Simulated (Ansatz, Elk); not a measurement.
# TiBiRu4: X-ray structure factors from the self-consistent density

The structure of TiBiRu4 used here is made up (a known structure type with other elements) and was relaxed beforehand with PBE. The aim is the Fourier transform of its all-electron density, F(hkl), set beside the sum over free spherical atoms that refinements use.

Main program and level: Elk 11.2.3 (patched build); DFT, PBE, all-electron APW+lo, Dirac cores, scalar-relativistic bands, static density, no spin.

The structure was built from a prototype and need not be the compound's stable phase.

**1. The starting structure**

It takes space group Cmmm (No. 65, orthorhombic). Conventional cell: a = 5.177 Å, b = 8.543 Å, c = 4.628 Å, α = 90.00°, β = 90.00°, γ = 90.00°. Bi has 6 Ru at 2.78 to 2.99 Å nearest. Ru has 2 Ti at 2.50 Å and 6 Ru at 2.59 to 2.73 Å nearest. Ru has 7 Ru at 2.73 to 2.98 Å and 2 Ti at 2.75 Å and 3 Bi at 2.78 to 2.99 Å nearest. Nearest to Ti lie 8 Ru at 2.50 to 2.75 Å. Farther neighbours are not listed.

**2. Ground state and structure factors**

An all-electron density is needed, since X-rays see the cores too. Task 0 finds the density and task 195 Fourier-transforms it; tshift is off so that phases refer to the origin typed.

Contents of elk.in:

```
tasks
  0
  195

xctype
  20

spinpol
  .false.

rgkmax
  7.0

gmaxvr
  14.0

lmaxo
  7

lmaxapw
  8

swidth
  0.002

tshift
  .false.

ramdisk
  .false.

hmaxvr
  5.5

maxscl
  120

epspot
  1e-06

sppath
  './'

avec
  4.89167545850 -8.07236580909 -0.00000000000
  4.89167545850 8.07236580909 0.00000000000
  -0.00000000000 0.00000000000 8.74484208695

atoms
  3
  'Bi.in'
  1
  -0.0000000000 0.0000000000 0.0000000000   0.000000 0.000000 0.000000
  'Ru.in'
  4
  0.0000000000 0.5000000000 0.5000000000   0.000000 0.000000 0.000000
  0.5000000000 -0.0000000000 0.5000000000   0.000000 0.000000 0.000000
  0.3255070751 0.6744929249 0.0000000000   0.000000 0.000000 0.000000
  0.6744929249 0.3255070751 -0.0000000000   0.000000 0.000000 0.000000
  'Ti.in'
  1
  0.5000000000 0.5000000000 0.5000000000   0.000000 0.000000 0.000000

ngridk
  5 5 5
```

On the command line:

```
> OMP_NUM_THREADS=4 elk
```

Numbers of over 12 decimals in the logs are rounded to 6 here.

What it wrote:

```text
┌─────────────────────────┐
│ Elk code version 11.2.3 │
└─────────────────────────┘

All units are atomic (Hartree, Bohr, etc.)

┌─────────────────────────────────────────────────┐
│ Ground-state run starting from atomic densities │
└─────────────────────────────────────────────────┘

Lattice vectors :
   4.891675458      -8.072365809      -0.000000000
   4.891675458       8.072365809       0.000000000
  -0.000000000       0.000000000       8.744842087

Reciprocal lattice vectors :
  0.6422324376     -0.3891786780       0.000000000
  0.6422324376      0.3891786780       0.000000000
   0.000000000      -0.000000000      0.7185018603

Unit cell volume      :    690.6220450
Brillouin zone volume :   0.3591692667

Muffin-tin inner radius fraction :   0.1000000000E-01

Nuclei treated as point charges

Species : 1 (Bi)
 parameters loaded from : Bi.in
 name : bismuth
 nuclear charge    :   -83.00000000
 electronic charge :    83.00000000
 atomic mass :    380947.9285
 muffin-tin radius :    2.800000000
 number of radial points in muffin-tin :   1393
 inner part over the whole radius :   0.9976520004E-02
 number on inner part of muffin-tin    :   1001
 approximate nuclear radius :   0.1052171418E-03
 number of mesh points to nuclear radius :    526
 atomic positions (lattice), magnetic fields (Cartesian) :
  1 :   0.00000000  0.00000000  0.00000000    0.00000000  0.00000000  0.00000000

Species : 2 (Ru)
 parameters loaded from : Ru.in
 name : ruthenium
 nuclear charge    :   -44.00000000
 electronic charge :    44.00000000
 atomic mass :    184239.3393
 muffin-tin radius :    2.344799996
 number of radial points in muffin-tin :   1193
 inner part over the whole radius :   0.9995795292E-02
 number on inner part of muffin-tin    :    847
 approximate nuclear radius :   0.8462081736E-04
 number of mesh points to nuclear radius :    424
 atomic positions (lattice), magnetic fields (Cartesian) :
  1 :   0.00000000  0.50000000  0.50000000    0.00000000  0.00000000  0.00000000
  2 :   0.50000000  0.00000000  0.50000000    0.00000000  0.00000000  0.00000000
  3 :   0.32550708 -0.32550708  0.00000000    0.00000000  0.00000000  0.00000000
  4 :  -0.32550708  0.32550708  0.00000000    0.00000000  0.00000000  0.00000000

Species : 3 (Ti)
 parameters loaded from : Ti.in
 name : titanium
 nuclear charge    :   -22.00000000
 electronic charge :    22.00000000
 atomic mass :    87256.20317
 muffin-tin radius :    2.324616773
 number of radial points in muffin-tin :    993
 inner part over the whole radius :   0.9924217879E-02
 number on inner part of muffin-tin    :    698
 approximate nuclear radius :   0.6805665174E-04
 number of mesh points to nuclear radius :    325
 atomic positions (lattice), magnetic fields (Cartesian) :
  1 :   0.50000000  0.50000000  0.50000000    0.00000000  0.00000000  0.00000000

Total number of atoms per unit cell :    6
Total muffin-tin volume :    360.5774366
 ratio of muffin-tin to unit cell volume :   0.5221053095

Spin treatment :
 spin-unpolarised

Number of Bravais lattice symmetries :    8
Number of crystal symmetries         :    8
Crystal has inversion symmetry
Real symmetric eigensolver will be used

k-point grid :      5     5     5
k-point offset :    0.000000000       0.000000000       0.000000000
k-point set is reduced with full crystal symmetry group
Total number of k-points :       27

Muffin-tin radius times maximum |G+k| :    7.000000000
 using average radius
Maximum |G+k| for APW functions       :    2.895789481
Maximum (1/2)|G+k|²                   :    4.192798360
Maximum |G| for potential and density :    14.00000000
Constant for pseudocharge density :   10
 order of it for each species :   17  17  17
 order of it for pair densities of each species (exact exchange by exxq0 0: 18) :   13   9   9
Radial integration step length :    1

G-vector grid sizes :     45    45    40
Number of G-vectors :    31981

Maximum angular momentum used for
 APW functions            :    8
 outer part of muffin-tin :    7
[...]
exchange                    :     -959.56673809718
 correlation                 :     -15.451900432394
 electron entropic           :    -0.31664963800007E-02
 total energy                :     -40564.426242232

Density of states at Fermi energy :    245.9690696
 (states/Hartree/unit cell)

Estimated indirect band gap :   0.2738117254E-03
 from k-point 26 to k-point 4
Estimated direct band gap   :   0.7435663931E-03
 at k-point 4

Charges :
 core                        :    190.0000000
 valence                     :    91.00000000
 interstitial                :    11.68920573
 muffin-tins (core leakage)
  species : 1 (Bi)
[...]
species : 2 (Ru)
[...]
species : 3 (Ti)
[...]
total in muffin-tins        :    269.3107943
 total calculated charge     :    280.9987311
 total charge                :    281.0000000
 error                       :   0.1268881652E-02

RMS change in Kohn-Sham potential (target) :   0.2952478099     (  0.1000000000E-05)
Absolute change in total energy (target)   :   0.4318432827     (  0.1000000000E-03)

[... loops 3 to 19 left out ...]

┌──────────────────┐
│ Loop number : 20 │
└──────────────────┘

Energies :
 Fermi                       :     0.378048
 sum of occupied eigenvalues :     -24663.952235943
 electron kinetic            :      44968.168683313
 core electron kinetic       :      44228.660965821
 Coulomb                     :     -84554.453298072
 Coulomb potential           :     -68357.277833621
 nuclear-nuclear             :     -4160.2612227855
 electron-nuclear            :     -92538.652980224
 Hartree                     :      12144.460904937
 Madelung                    :     -50375.814381261
 xc potential                :     -1274.8430856352
 exchange                    :     -960.93661576090
 correlation                 :     -15.445984737268
 electron entropic           :    -0.36586424299346E-02
 total energy                :     -40562.670873900

Density of states at Fermi energy :    282.4835921
 (states/Hartree/unit cell)

Estimated indirect band gap :   0.2101138695E-03
 from k-point 15 to k-point 22
Estimated direct band gap   :   0.1687301434E-02
 at k-point 15

Charges :
 core                        :    190.0000000
 valence                     :    91.00000000
 interstitial                :    10.65935785
 muffin-tins (core leakage)
  species : 1 (Bi)
[...]
species : 2 (Ru)
[...]
species : 3 (Ti)
[...]
total in muffin-tins        :    270.3406422
 total calculated charge     :    280.9986348
 total charge                :    281.0000000
 error                       :   0.1365197882E-02

RMS change in Kohn-Sham potential (target) :   0.2649787030E-06 (  0.1000000000E-05)
Absolute change in total energy (target)   :   0.3335266956E-04 (  0.1000000000E-03)

Convergence targets achieved

┌──────────────────┐
│ Loop number : 21 │
└──────────────────┘

Energies :
 Fermi                       :     0.378048
 sum of occupied eigenvalues :     -24663.952255633
 electron kinetic            :      44968.168655899
 core electron kinetic       :      44228.660950765
 Coulomb                     :     -84554.453295482
 Coulomb potential           :     -68357.277840425
 nuclear-nuclear             :     -4160.2612227855
 electron-nuclear            :     -92538.652968394
 Hartree                     :      12144.460895698
 Madelung                    :     -50375.814375269
 xc potential                :     -1274.8430711076
 exchange                    :     -960.93661566876
 correlation                 :     -15.445984735995
 electron entropic           :    -0.36586421162153E-02
 total energy                :     -40562.670898630

Density of states at Fermi energy :    282.4835676
 (states/Hartree/unit cell)

Estimated indirect band gap :   0.2101201191E-03
 from k-point 15 to k-point 22
Estimated direct band gap   :   0.1687315836E-02
 at k-point 15

Charges :
 core                        :    190.0000000
 valence                     :    91.00000000
 interstitial                :    10.65935780
 muffin-tins (core leakage)
  species : 1 (Bi)
[...]
species : 2 (Ru)
[...]
atom 3                    :    42.13058542     (  0.6445109335E-08)
   atom 4                    :    42.13058542     (  0.6445109335E-08)
  species : 3 (Ti)
   atom 1                    :    20.35222356     ( -0.2178037395E-06)
 total in muffin-tins        :    270.3406422
 total calculated charge     :    280.9986348
 total charge                :    281.0000000
 error                       :   0.1365197713E-02

┌──────────────────────────────┐
│ Self-consistent loop stopped │
└──────────────────────────────┘

Warning : core states of species 1 leak from the muffin-tin :   0.6793138401E-03

Wrote STATE.OUT
```

It took 56 s on 4 threads of Intel Xeon Platinum 8488C (Sapphire Rapids), shared host; peak memory 0.28 GiB.

SFACRHO.OUT:

```text

h k l indices transformed by vhmat matrix:
   1.000000000       0.000000000       0.000000000    
   0.000000000       1.000000000       0.000000000    
   0.000000000       0.000000000       1.000000000    

      h      k      l  multipl.   |H|            Re(F)            Im(F)           |F|

      0      0      0      1   0.0000000       281.00000      0.18706682E-15   281.00000    
      0      0      1      2  0.71850186       58.388583      0.52002301E-13   58.388583    
      1      0      0      4  0.75094777       21.475866      0.29167402E-13   21.475866    
      1     -1      0      2  0.77835736      -30.348000     -0.30083042E-17   30.348000    
      1      0     -1      8   1.0393111       56.951782     -0.32002951E-13   56.951782    
     -1      1     -1      4   1.0592852       87.372285      0.19379128E-13   87.372285    
     -1     -1      0      2   1.2844649       87.000228     -0.21540675E-13   87.000228    
     -1      2      0      4   1.3325175       123.18436     -0.49689379E-13   123.18436    
      0      0     -2      2   1.4370037       220.10081      0.93499513E-13   220.10081    
      1      1      1      4   1.4717659       187.80322     -0.43448162E-13   187.80322    
      0      2      0      4   1.5018955       111.15022     -0.55498487E-13   111.15022    
     -2      1     -1      8   1.5138850       148.76666     -0.60786322E-13   148.76666    
      2     -2      0      2   1.5567147       126.75419      0.17649850E-16   126.75419    
      1      0     -2      8   1.6213890       22.460117      0.31734149E-13   22.460117    
     -1      1      2      4   1.6342643      -21.385262      0.55449887E-13   21.385262    
      0      2     -1      8   1.6649129      -50.031148      0.22642836E-13   50.031148    
     -2      2      1      4   1.7145278      -32.246268      0.56005469E-13   32.246268    
     -1     -1     -2      4   1.9273894       76.541841     -0.10013631E-12   76.541841
```

Elk indexes on the primitive cell of elk.in and gives |H| = 4π sin θ/λ in inverse bohr. Below, one row stands for each form hkl of the conventional cell (m members, Friedel mates merged), F is for one primitive cell and the density is static (no thermal factor). Free-atom factors are Waasmaier and Kirfel's, and R is Σm||F|−|F'||/Σm|F|.

| hkl | m | sin θ/λ (Å⁻¹) | abs F, DFT | neutral atoms | diff. |
| --- | --- | --- | --- | --- | --- |
| 001 | 2 | 0.108 | 58.389 | 58.700 | -0.311 |
| 110 | 4 | 0.113 | 21.476 | 21.882 | -0.406 |
| 020 | 2 | 0.117 | 30.348 | 30.228 | +0.120 |
| 111 | 8 | 0.156 | 56.952 | 56.912 | +0.039 |
| 021 | 4 | 0.159 | 87.372 | 87.495 | -0.123 |
| 200 | 2 | 0.193 | 87.000 | 87.023 | -0.023 |
| 130 | 4 | 0.200 | 123.184 | 123.508 | -0.324 |
| 002 | 2 | 0.216 | 220.101 | 221.195 | -1.094 |
| 201 | 4 | 0.221 | 187.803 | 188.655 | -0.852 |
| 220 | 4 | 0.226 | 111.150 | 111.470 | -0.320 |
| 131 | 8 | 0.228 | 148.767 | 149.555 | -0.788 |
| 040 | 2 | 0.234 | 126.754 | 127.562 | -0.808 |
| 112 | 8 | 0.244 | 22.460 | 22.084 | +0.376 |
| 022 | 4 | 0.246 | 21.385 | 21.887 | -0.502 |
| 221 | 8 | 0.250 | 50.031 | 50.730 | -0.699 |
| 041 | 4 | 0.258 | 32.246 | 33.161 | -0.915 |
| 202 | 4 | 0.290 | 76.542 | 76.638 | -0.096 |
| 132 | 8 | 0.295 | 108.982 | 109.057 | -0.075 |

**3. The highest occupied states alone**

An energy window below the Fermi level keeps the highest occupied states, to see at which angles they scatter; shallow core shells can lie inside it and anion s states outside. No new self-consistency is needed.

Changes to elk.in since step 2:

```diff
@@ -1,3 +1,2 @@
 tasks
-  0
   195
@@ -40,2 +39,5 @@
 
+wsfac
+  -0.173190 0.678050
+
 sppath
```

On the command line:

```
> OMP_NUM_THREADS=4 elk
```

What it wrote:

```text
┌─────────────────────────────────┐
│ Elk code version 11.2.3 started │
└─────────────────────────────────┘

Info(readinput): the functional depends on the density's gradient
 muffin-tin radial points multiplied by    2.00000
 (not where nrmtscf is given)

┌────────────────────┐
│ Current task : 195 │
└────────────────────┘
Info(checkmt): changed muffin-tin radius of species 2 (Ru) from   2.6000 to   2.3448
Info(checkmt): changed muffin-tin radius of species 3 (Ti) from   2.4000 to   2.3246

Info(sfacrho): density structure factors written to SFACRHO.OUT

 Energy window :  -0.1731900000      0.6780500000

┌──────────────────┐
│ Elk code stopped │
└──────────────────┘
```

Elapsed: 11 s, on 4 threads; peak memory 0.17 GiB; 16 s of CPU time.

States within 15 eV below the Fermi level hold 41.00 electrons; any levels below the window count with the cores. Their amplitudes can exceed the total, where window and core parts have opposite phase:

| hkl | sin θ/λ (Å⁻¹) | abs F, window | abs F, all |
| --- | --- | --- | --- |
| 001 | 0.108 | 0.114 | 58.389 |
| 110 | 0.113 | 4.936 | 21.476 |
| 020 | 0.117 | 12.566 | 30.348 |
| 111 | 0.156 | 1.149 | 56.952 |
| 021 | 0.159 | 2.947 | 87.372 |
| 200 | 0.193 | 1.415 | 87.000 |
| 130 | 0.200 | 4.639 | 123.184 |
| 002 | 0.216 | 9.566 | 220.101 |
| 201 | 0.221 | 7.711 | 187.803 |
| 220 | 0.226 | 2.425 | 111.150 |

[end of part 1 of 2]

[Logs are printed without paths, hosts, clocks, repeated set-up lines and the standing remarks that a program may print on its own settings, such as how far it seeks lower states.]

[Hosts, paths, dates, database ids (printed as entryN), source tags and the programs' standing remarks are cut or masked in the printed files.]
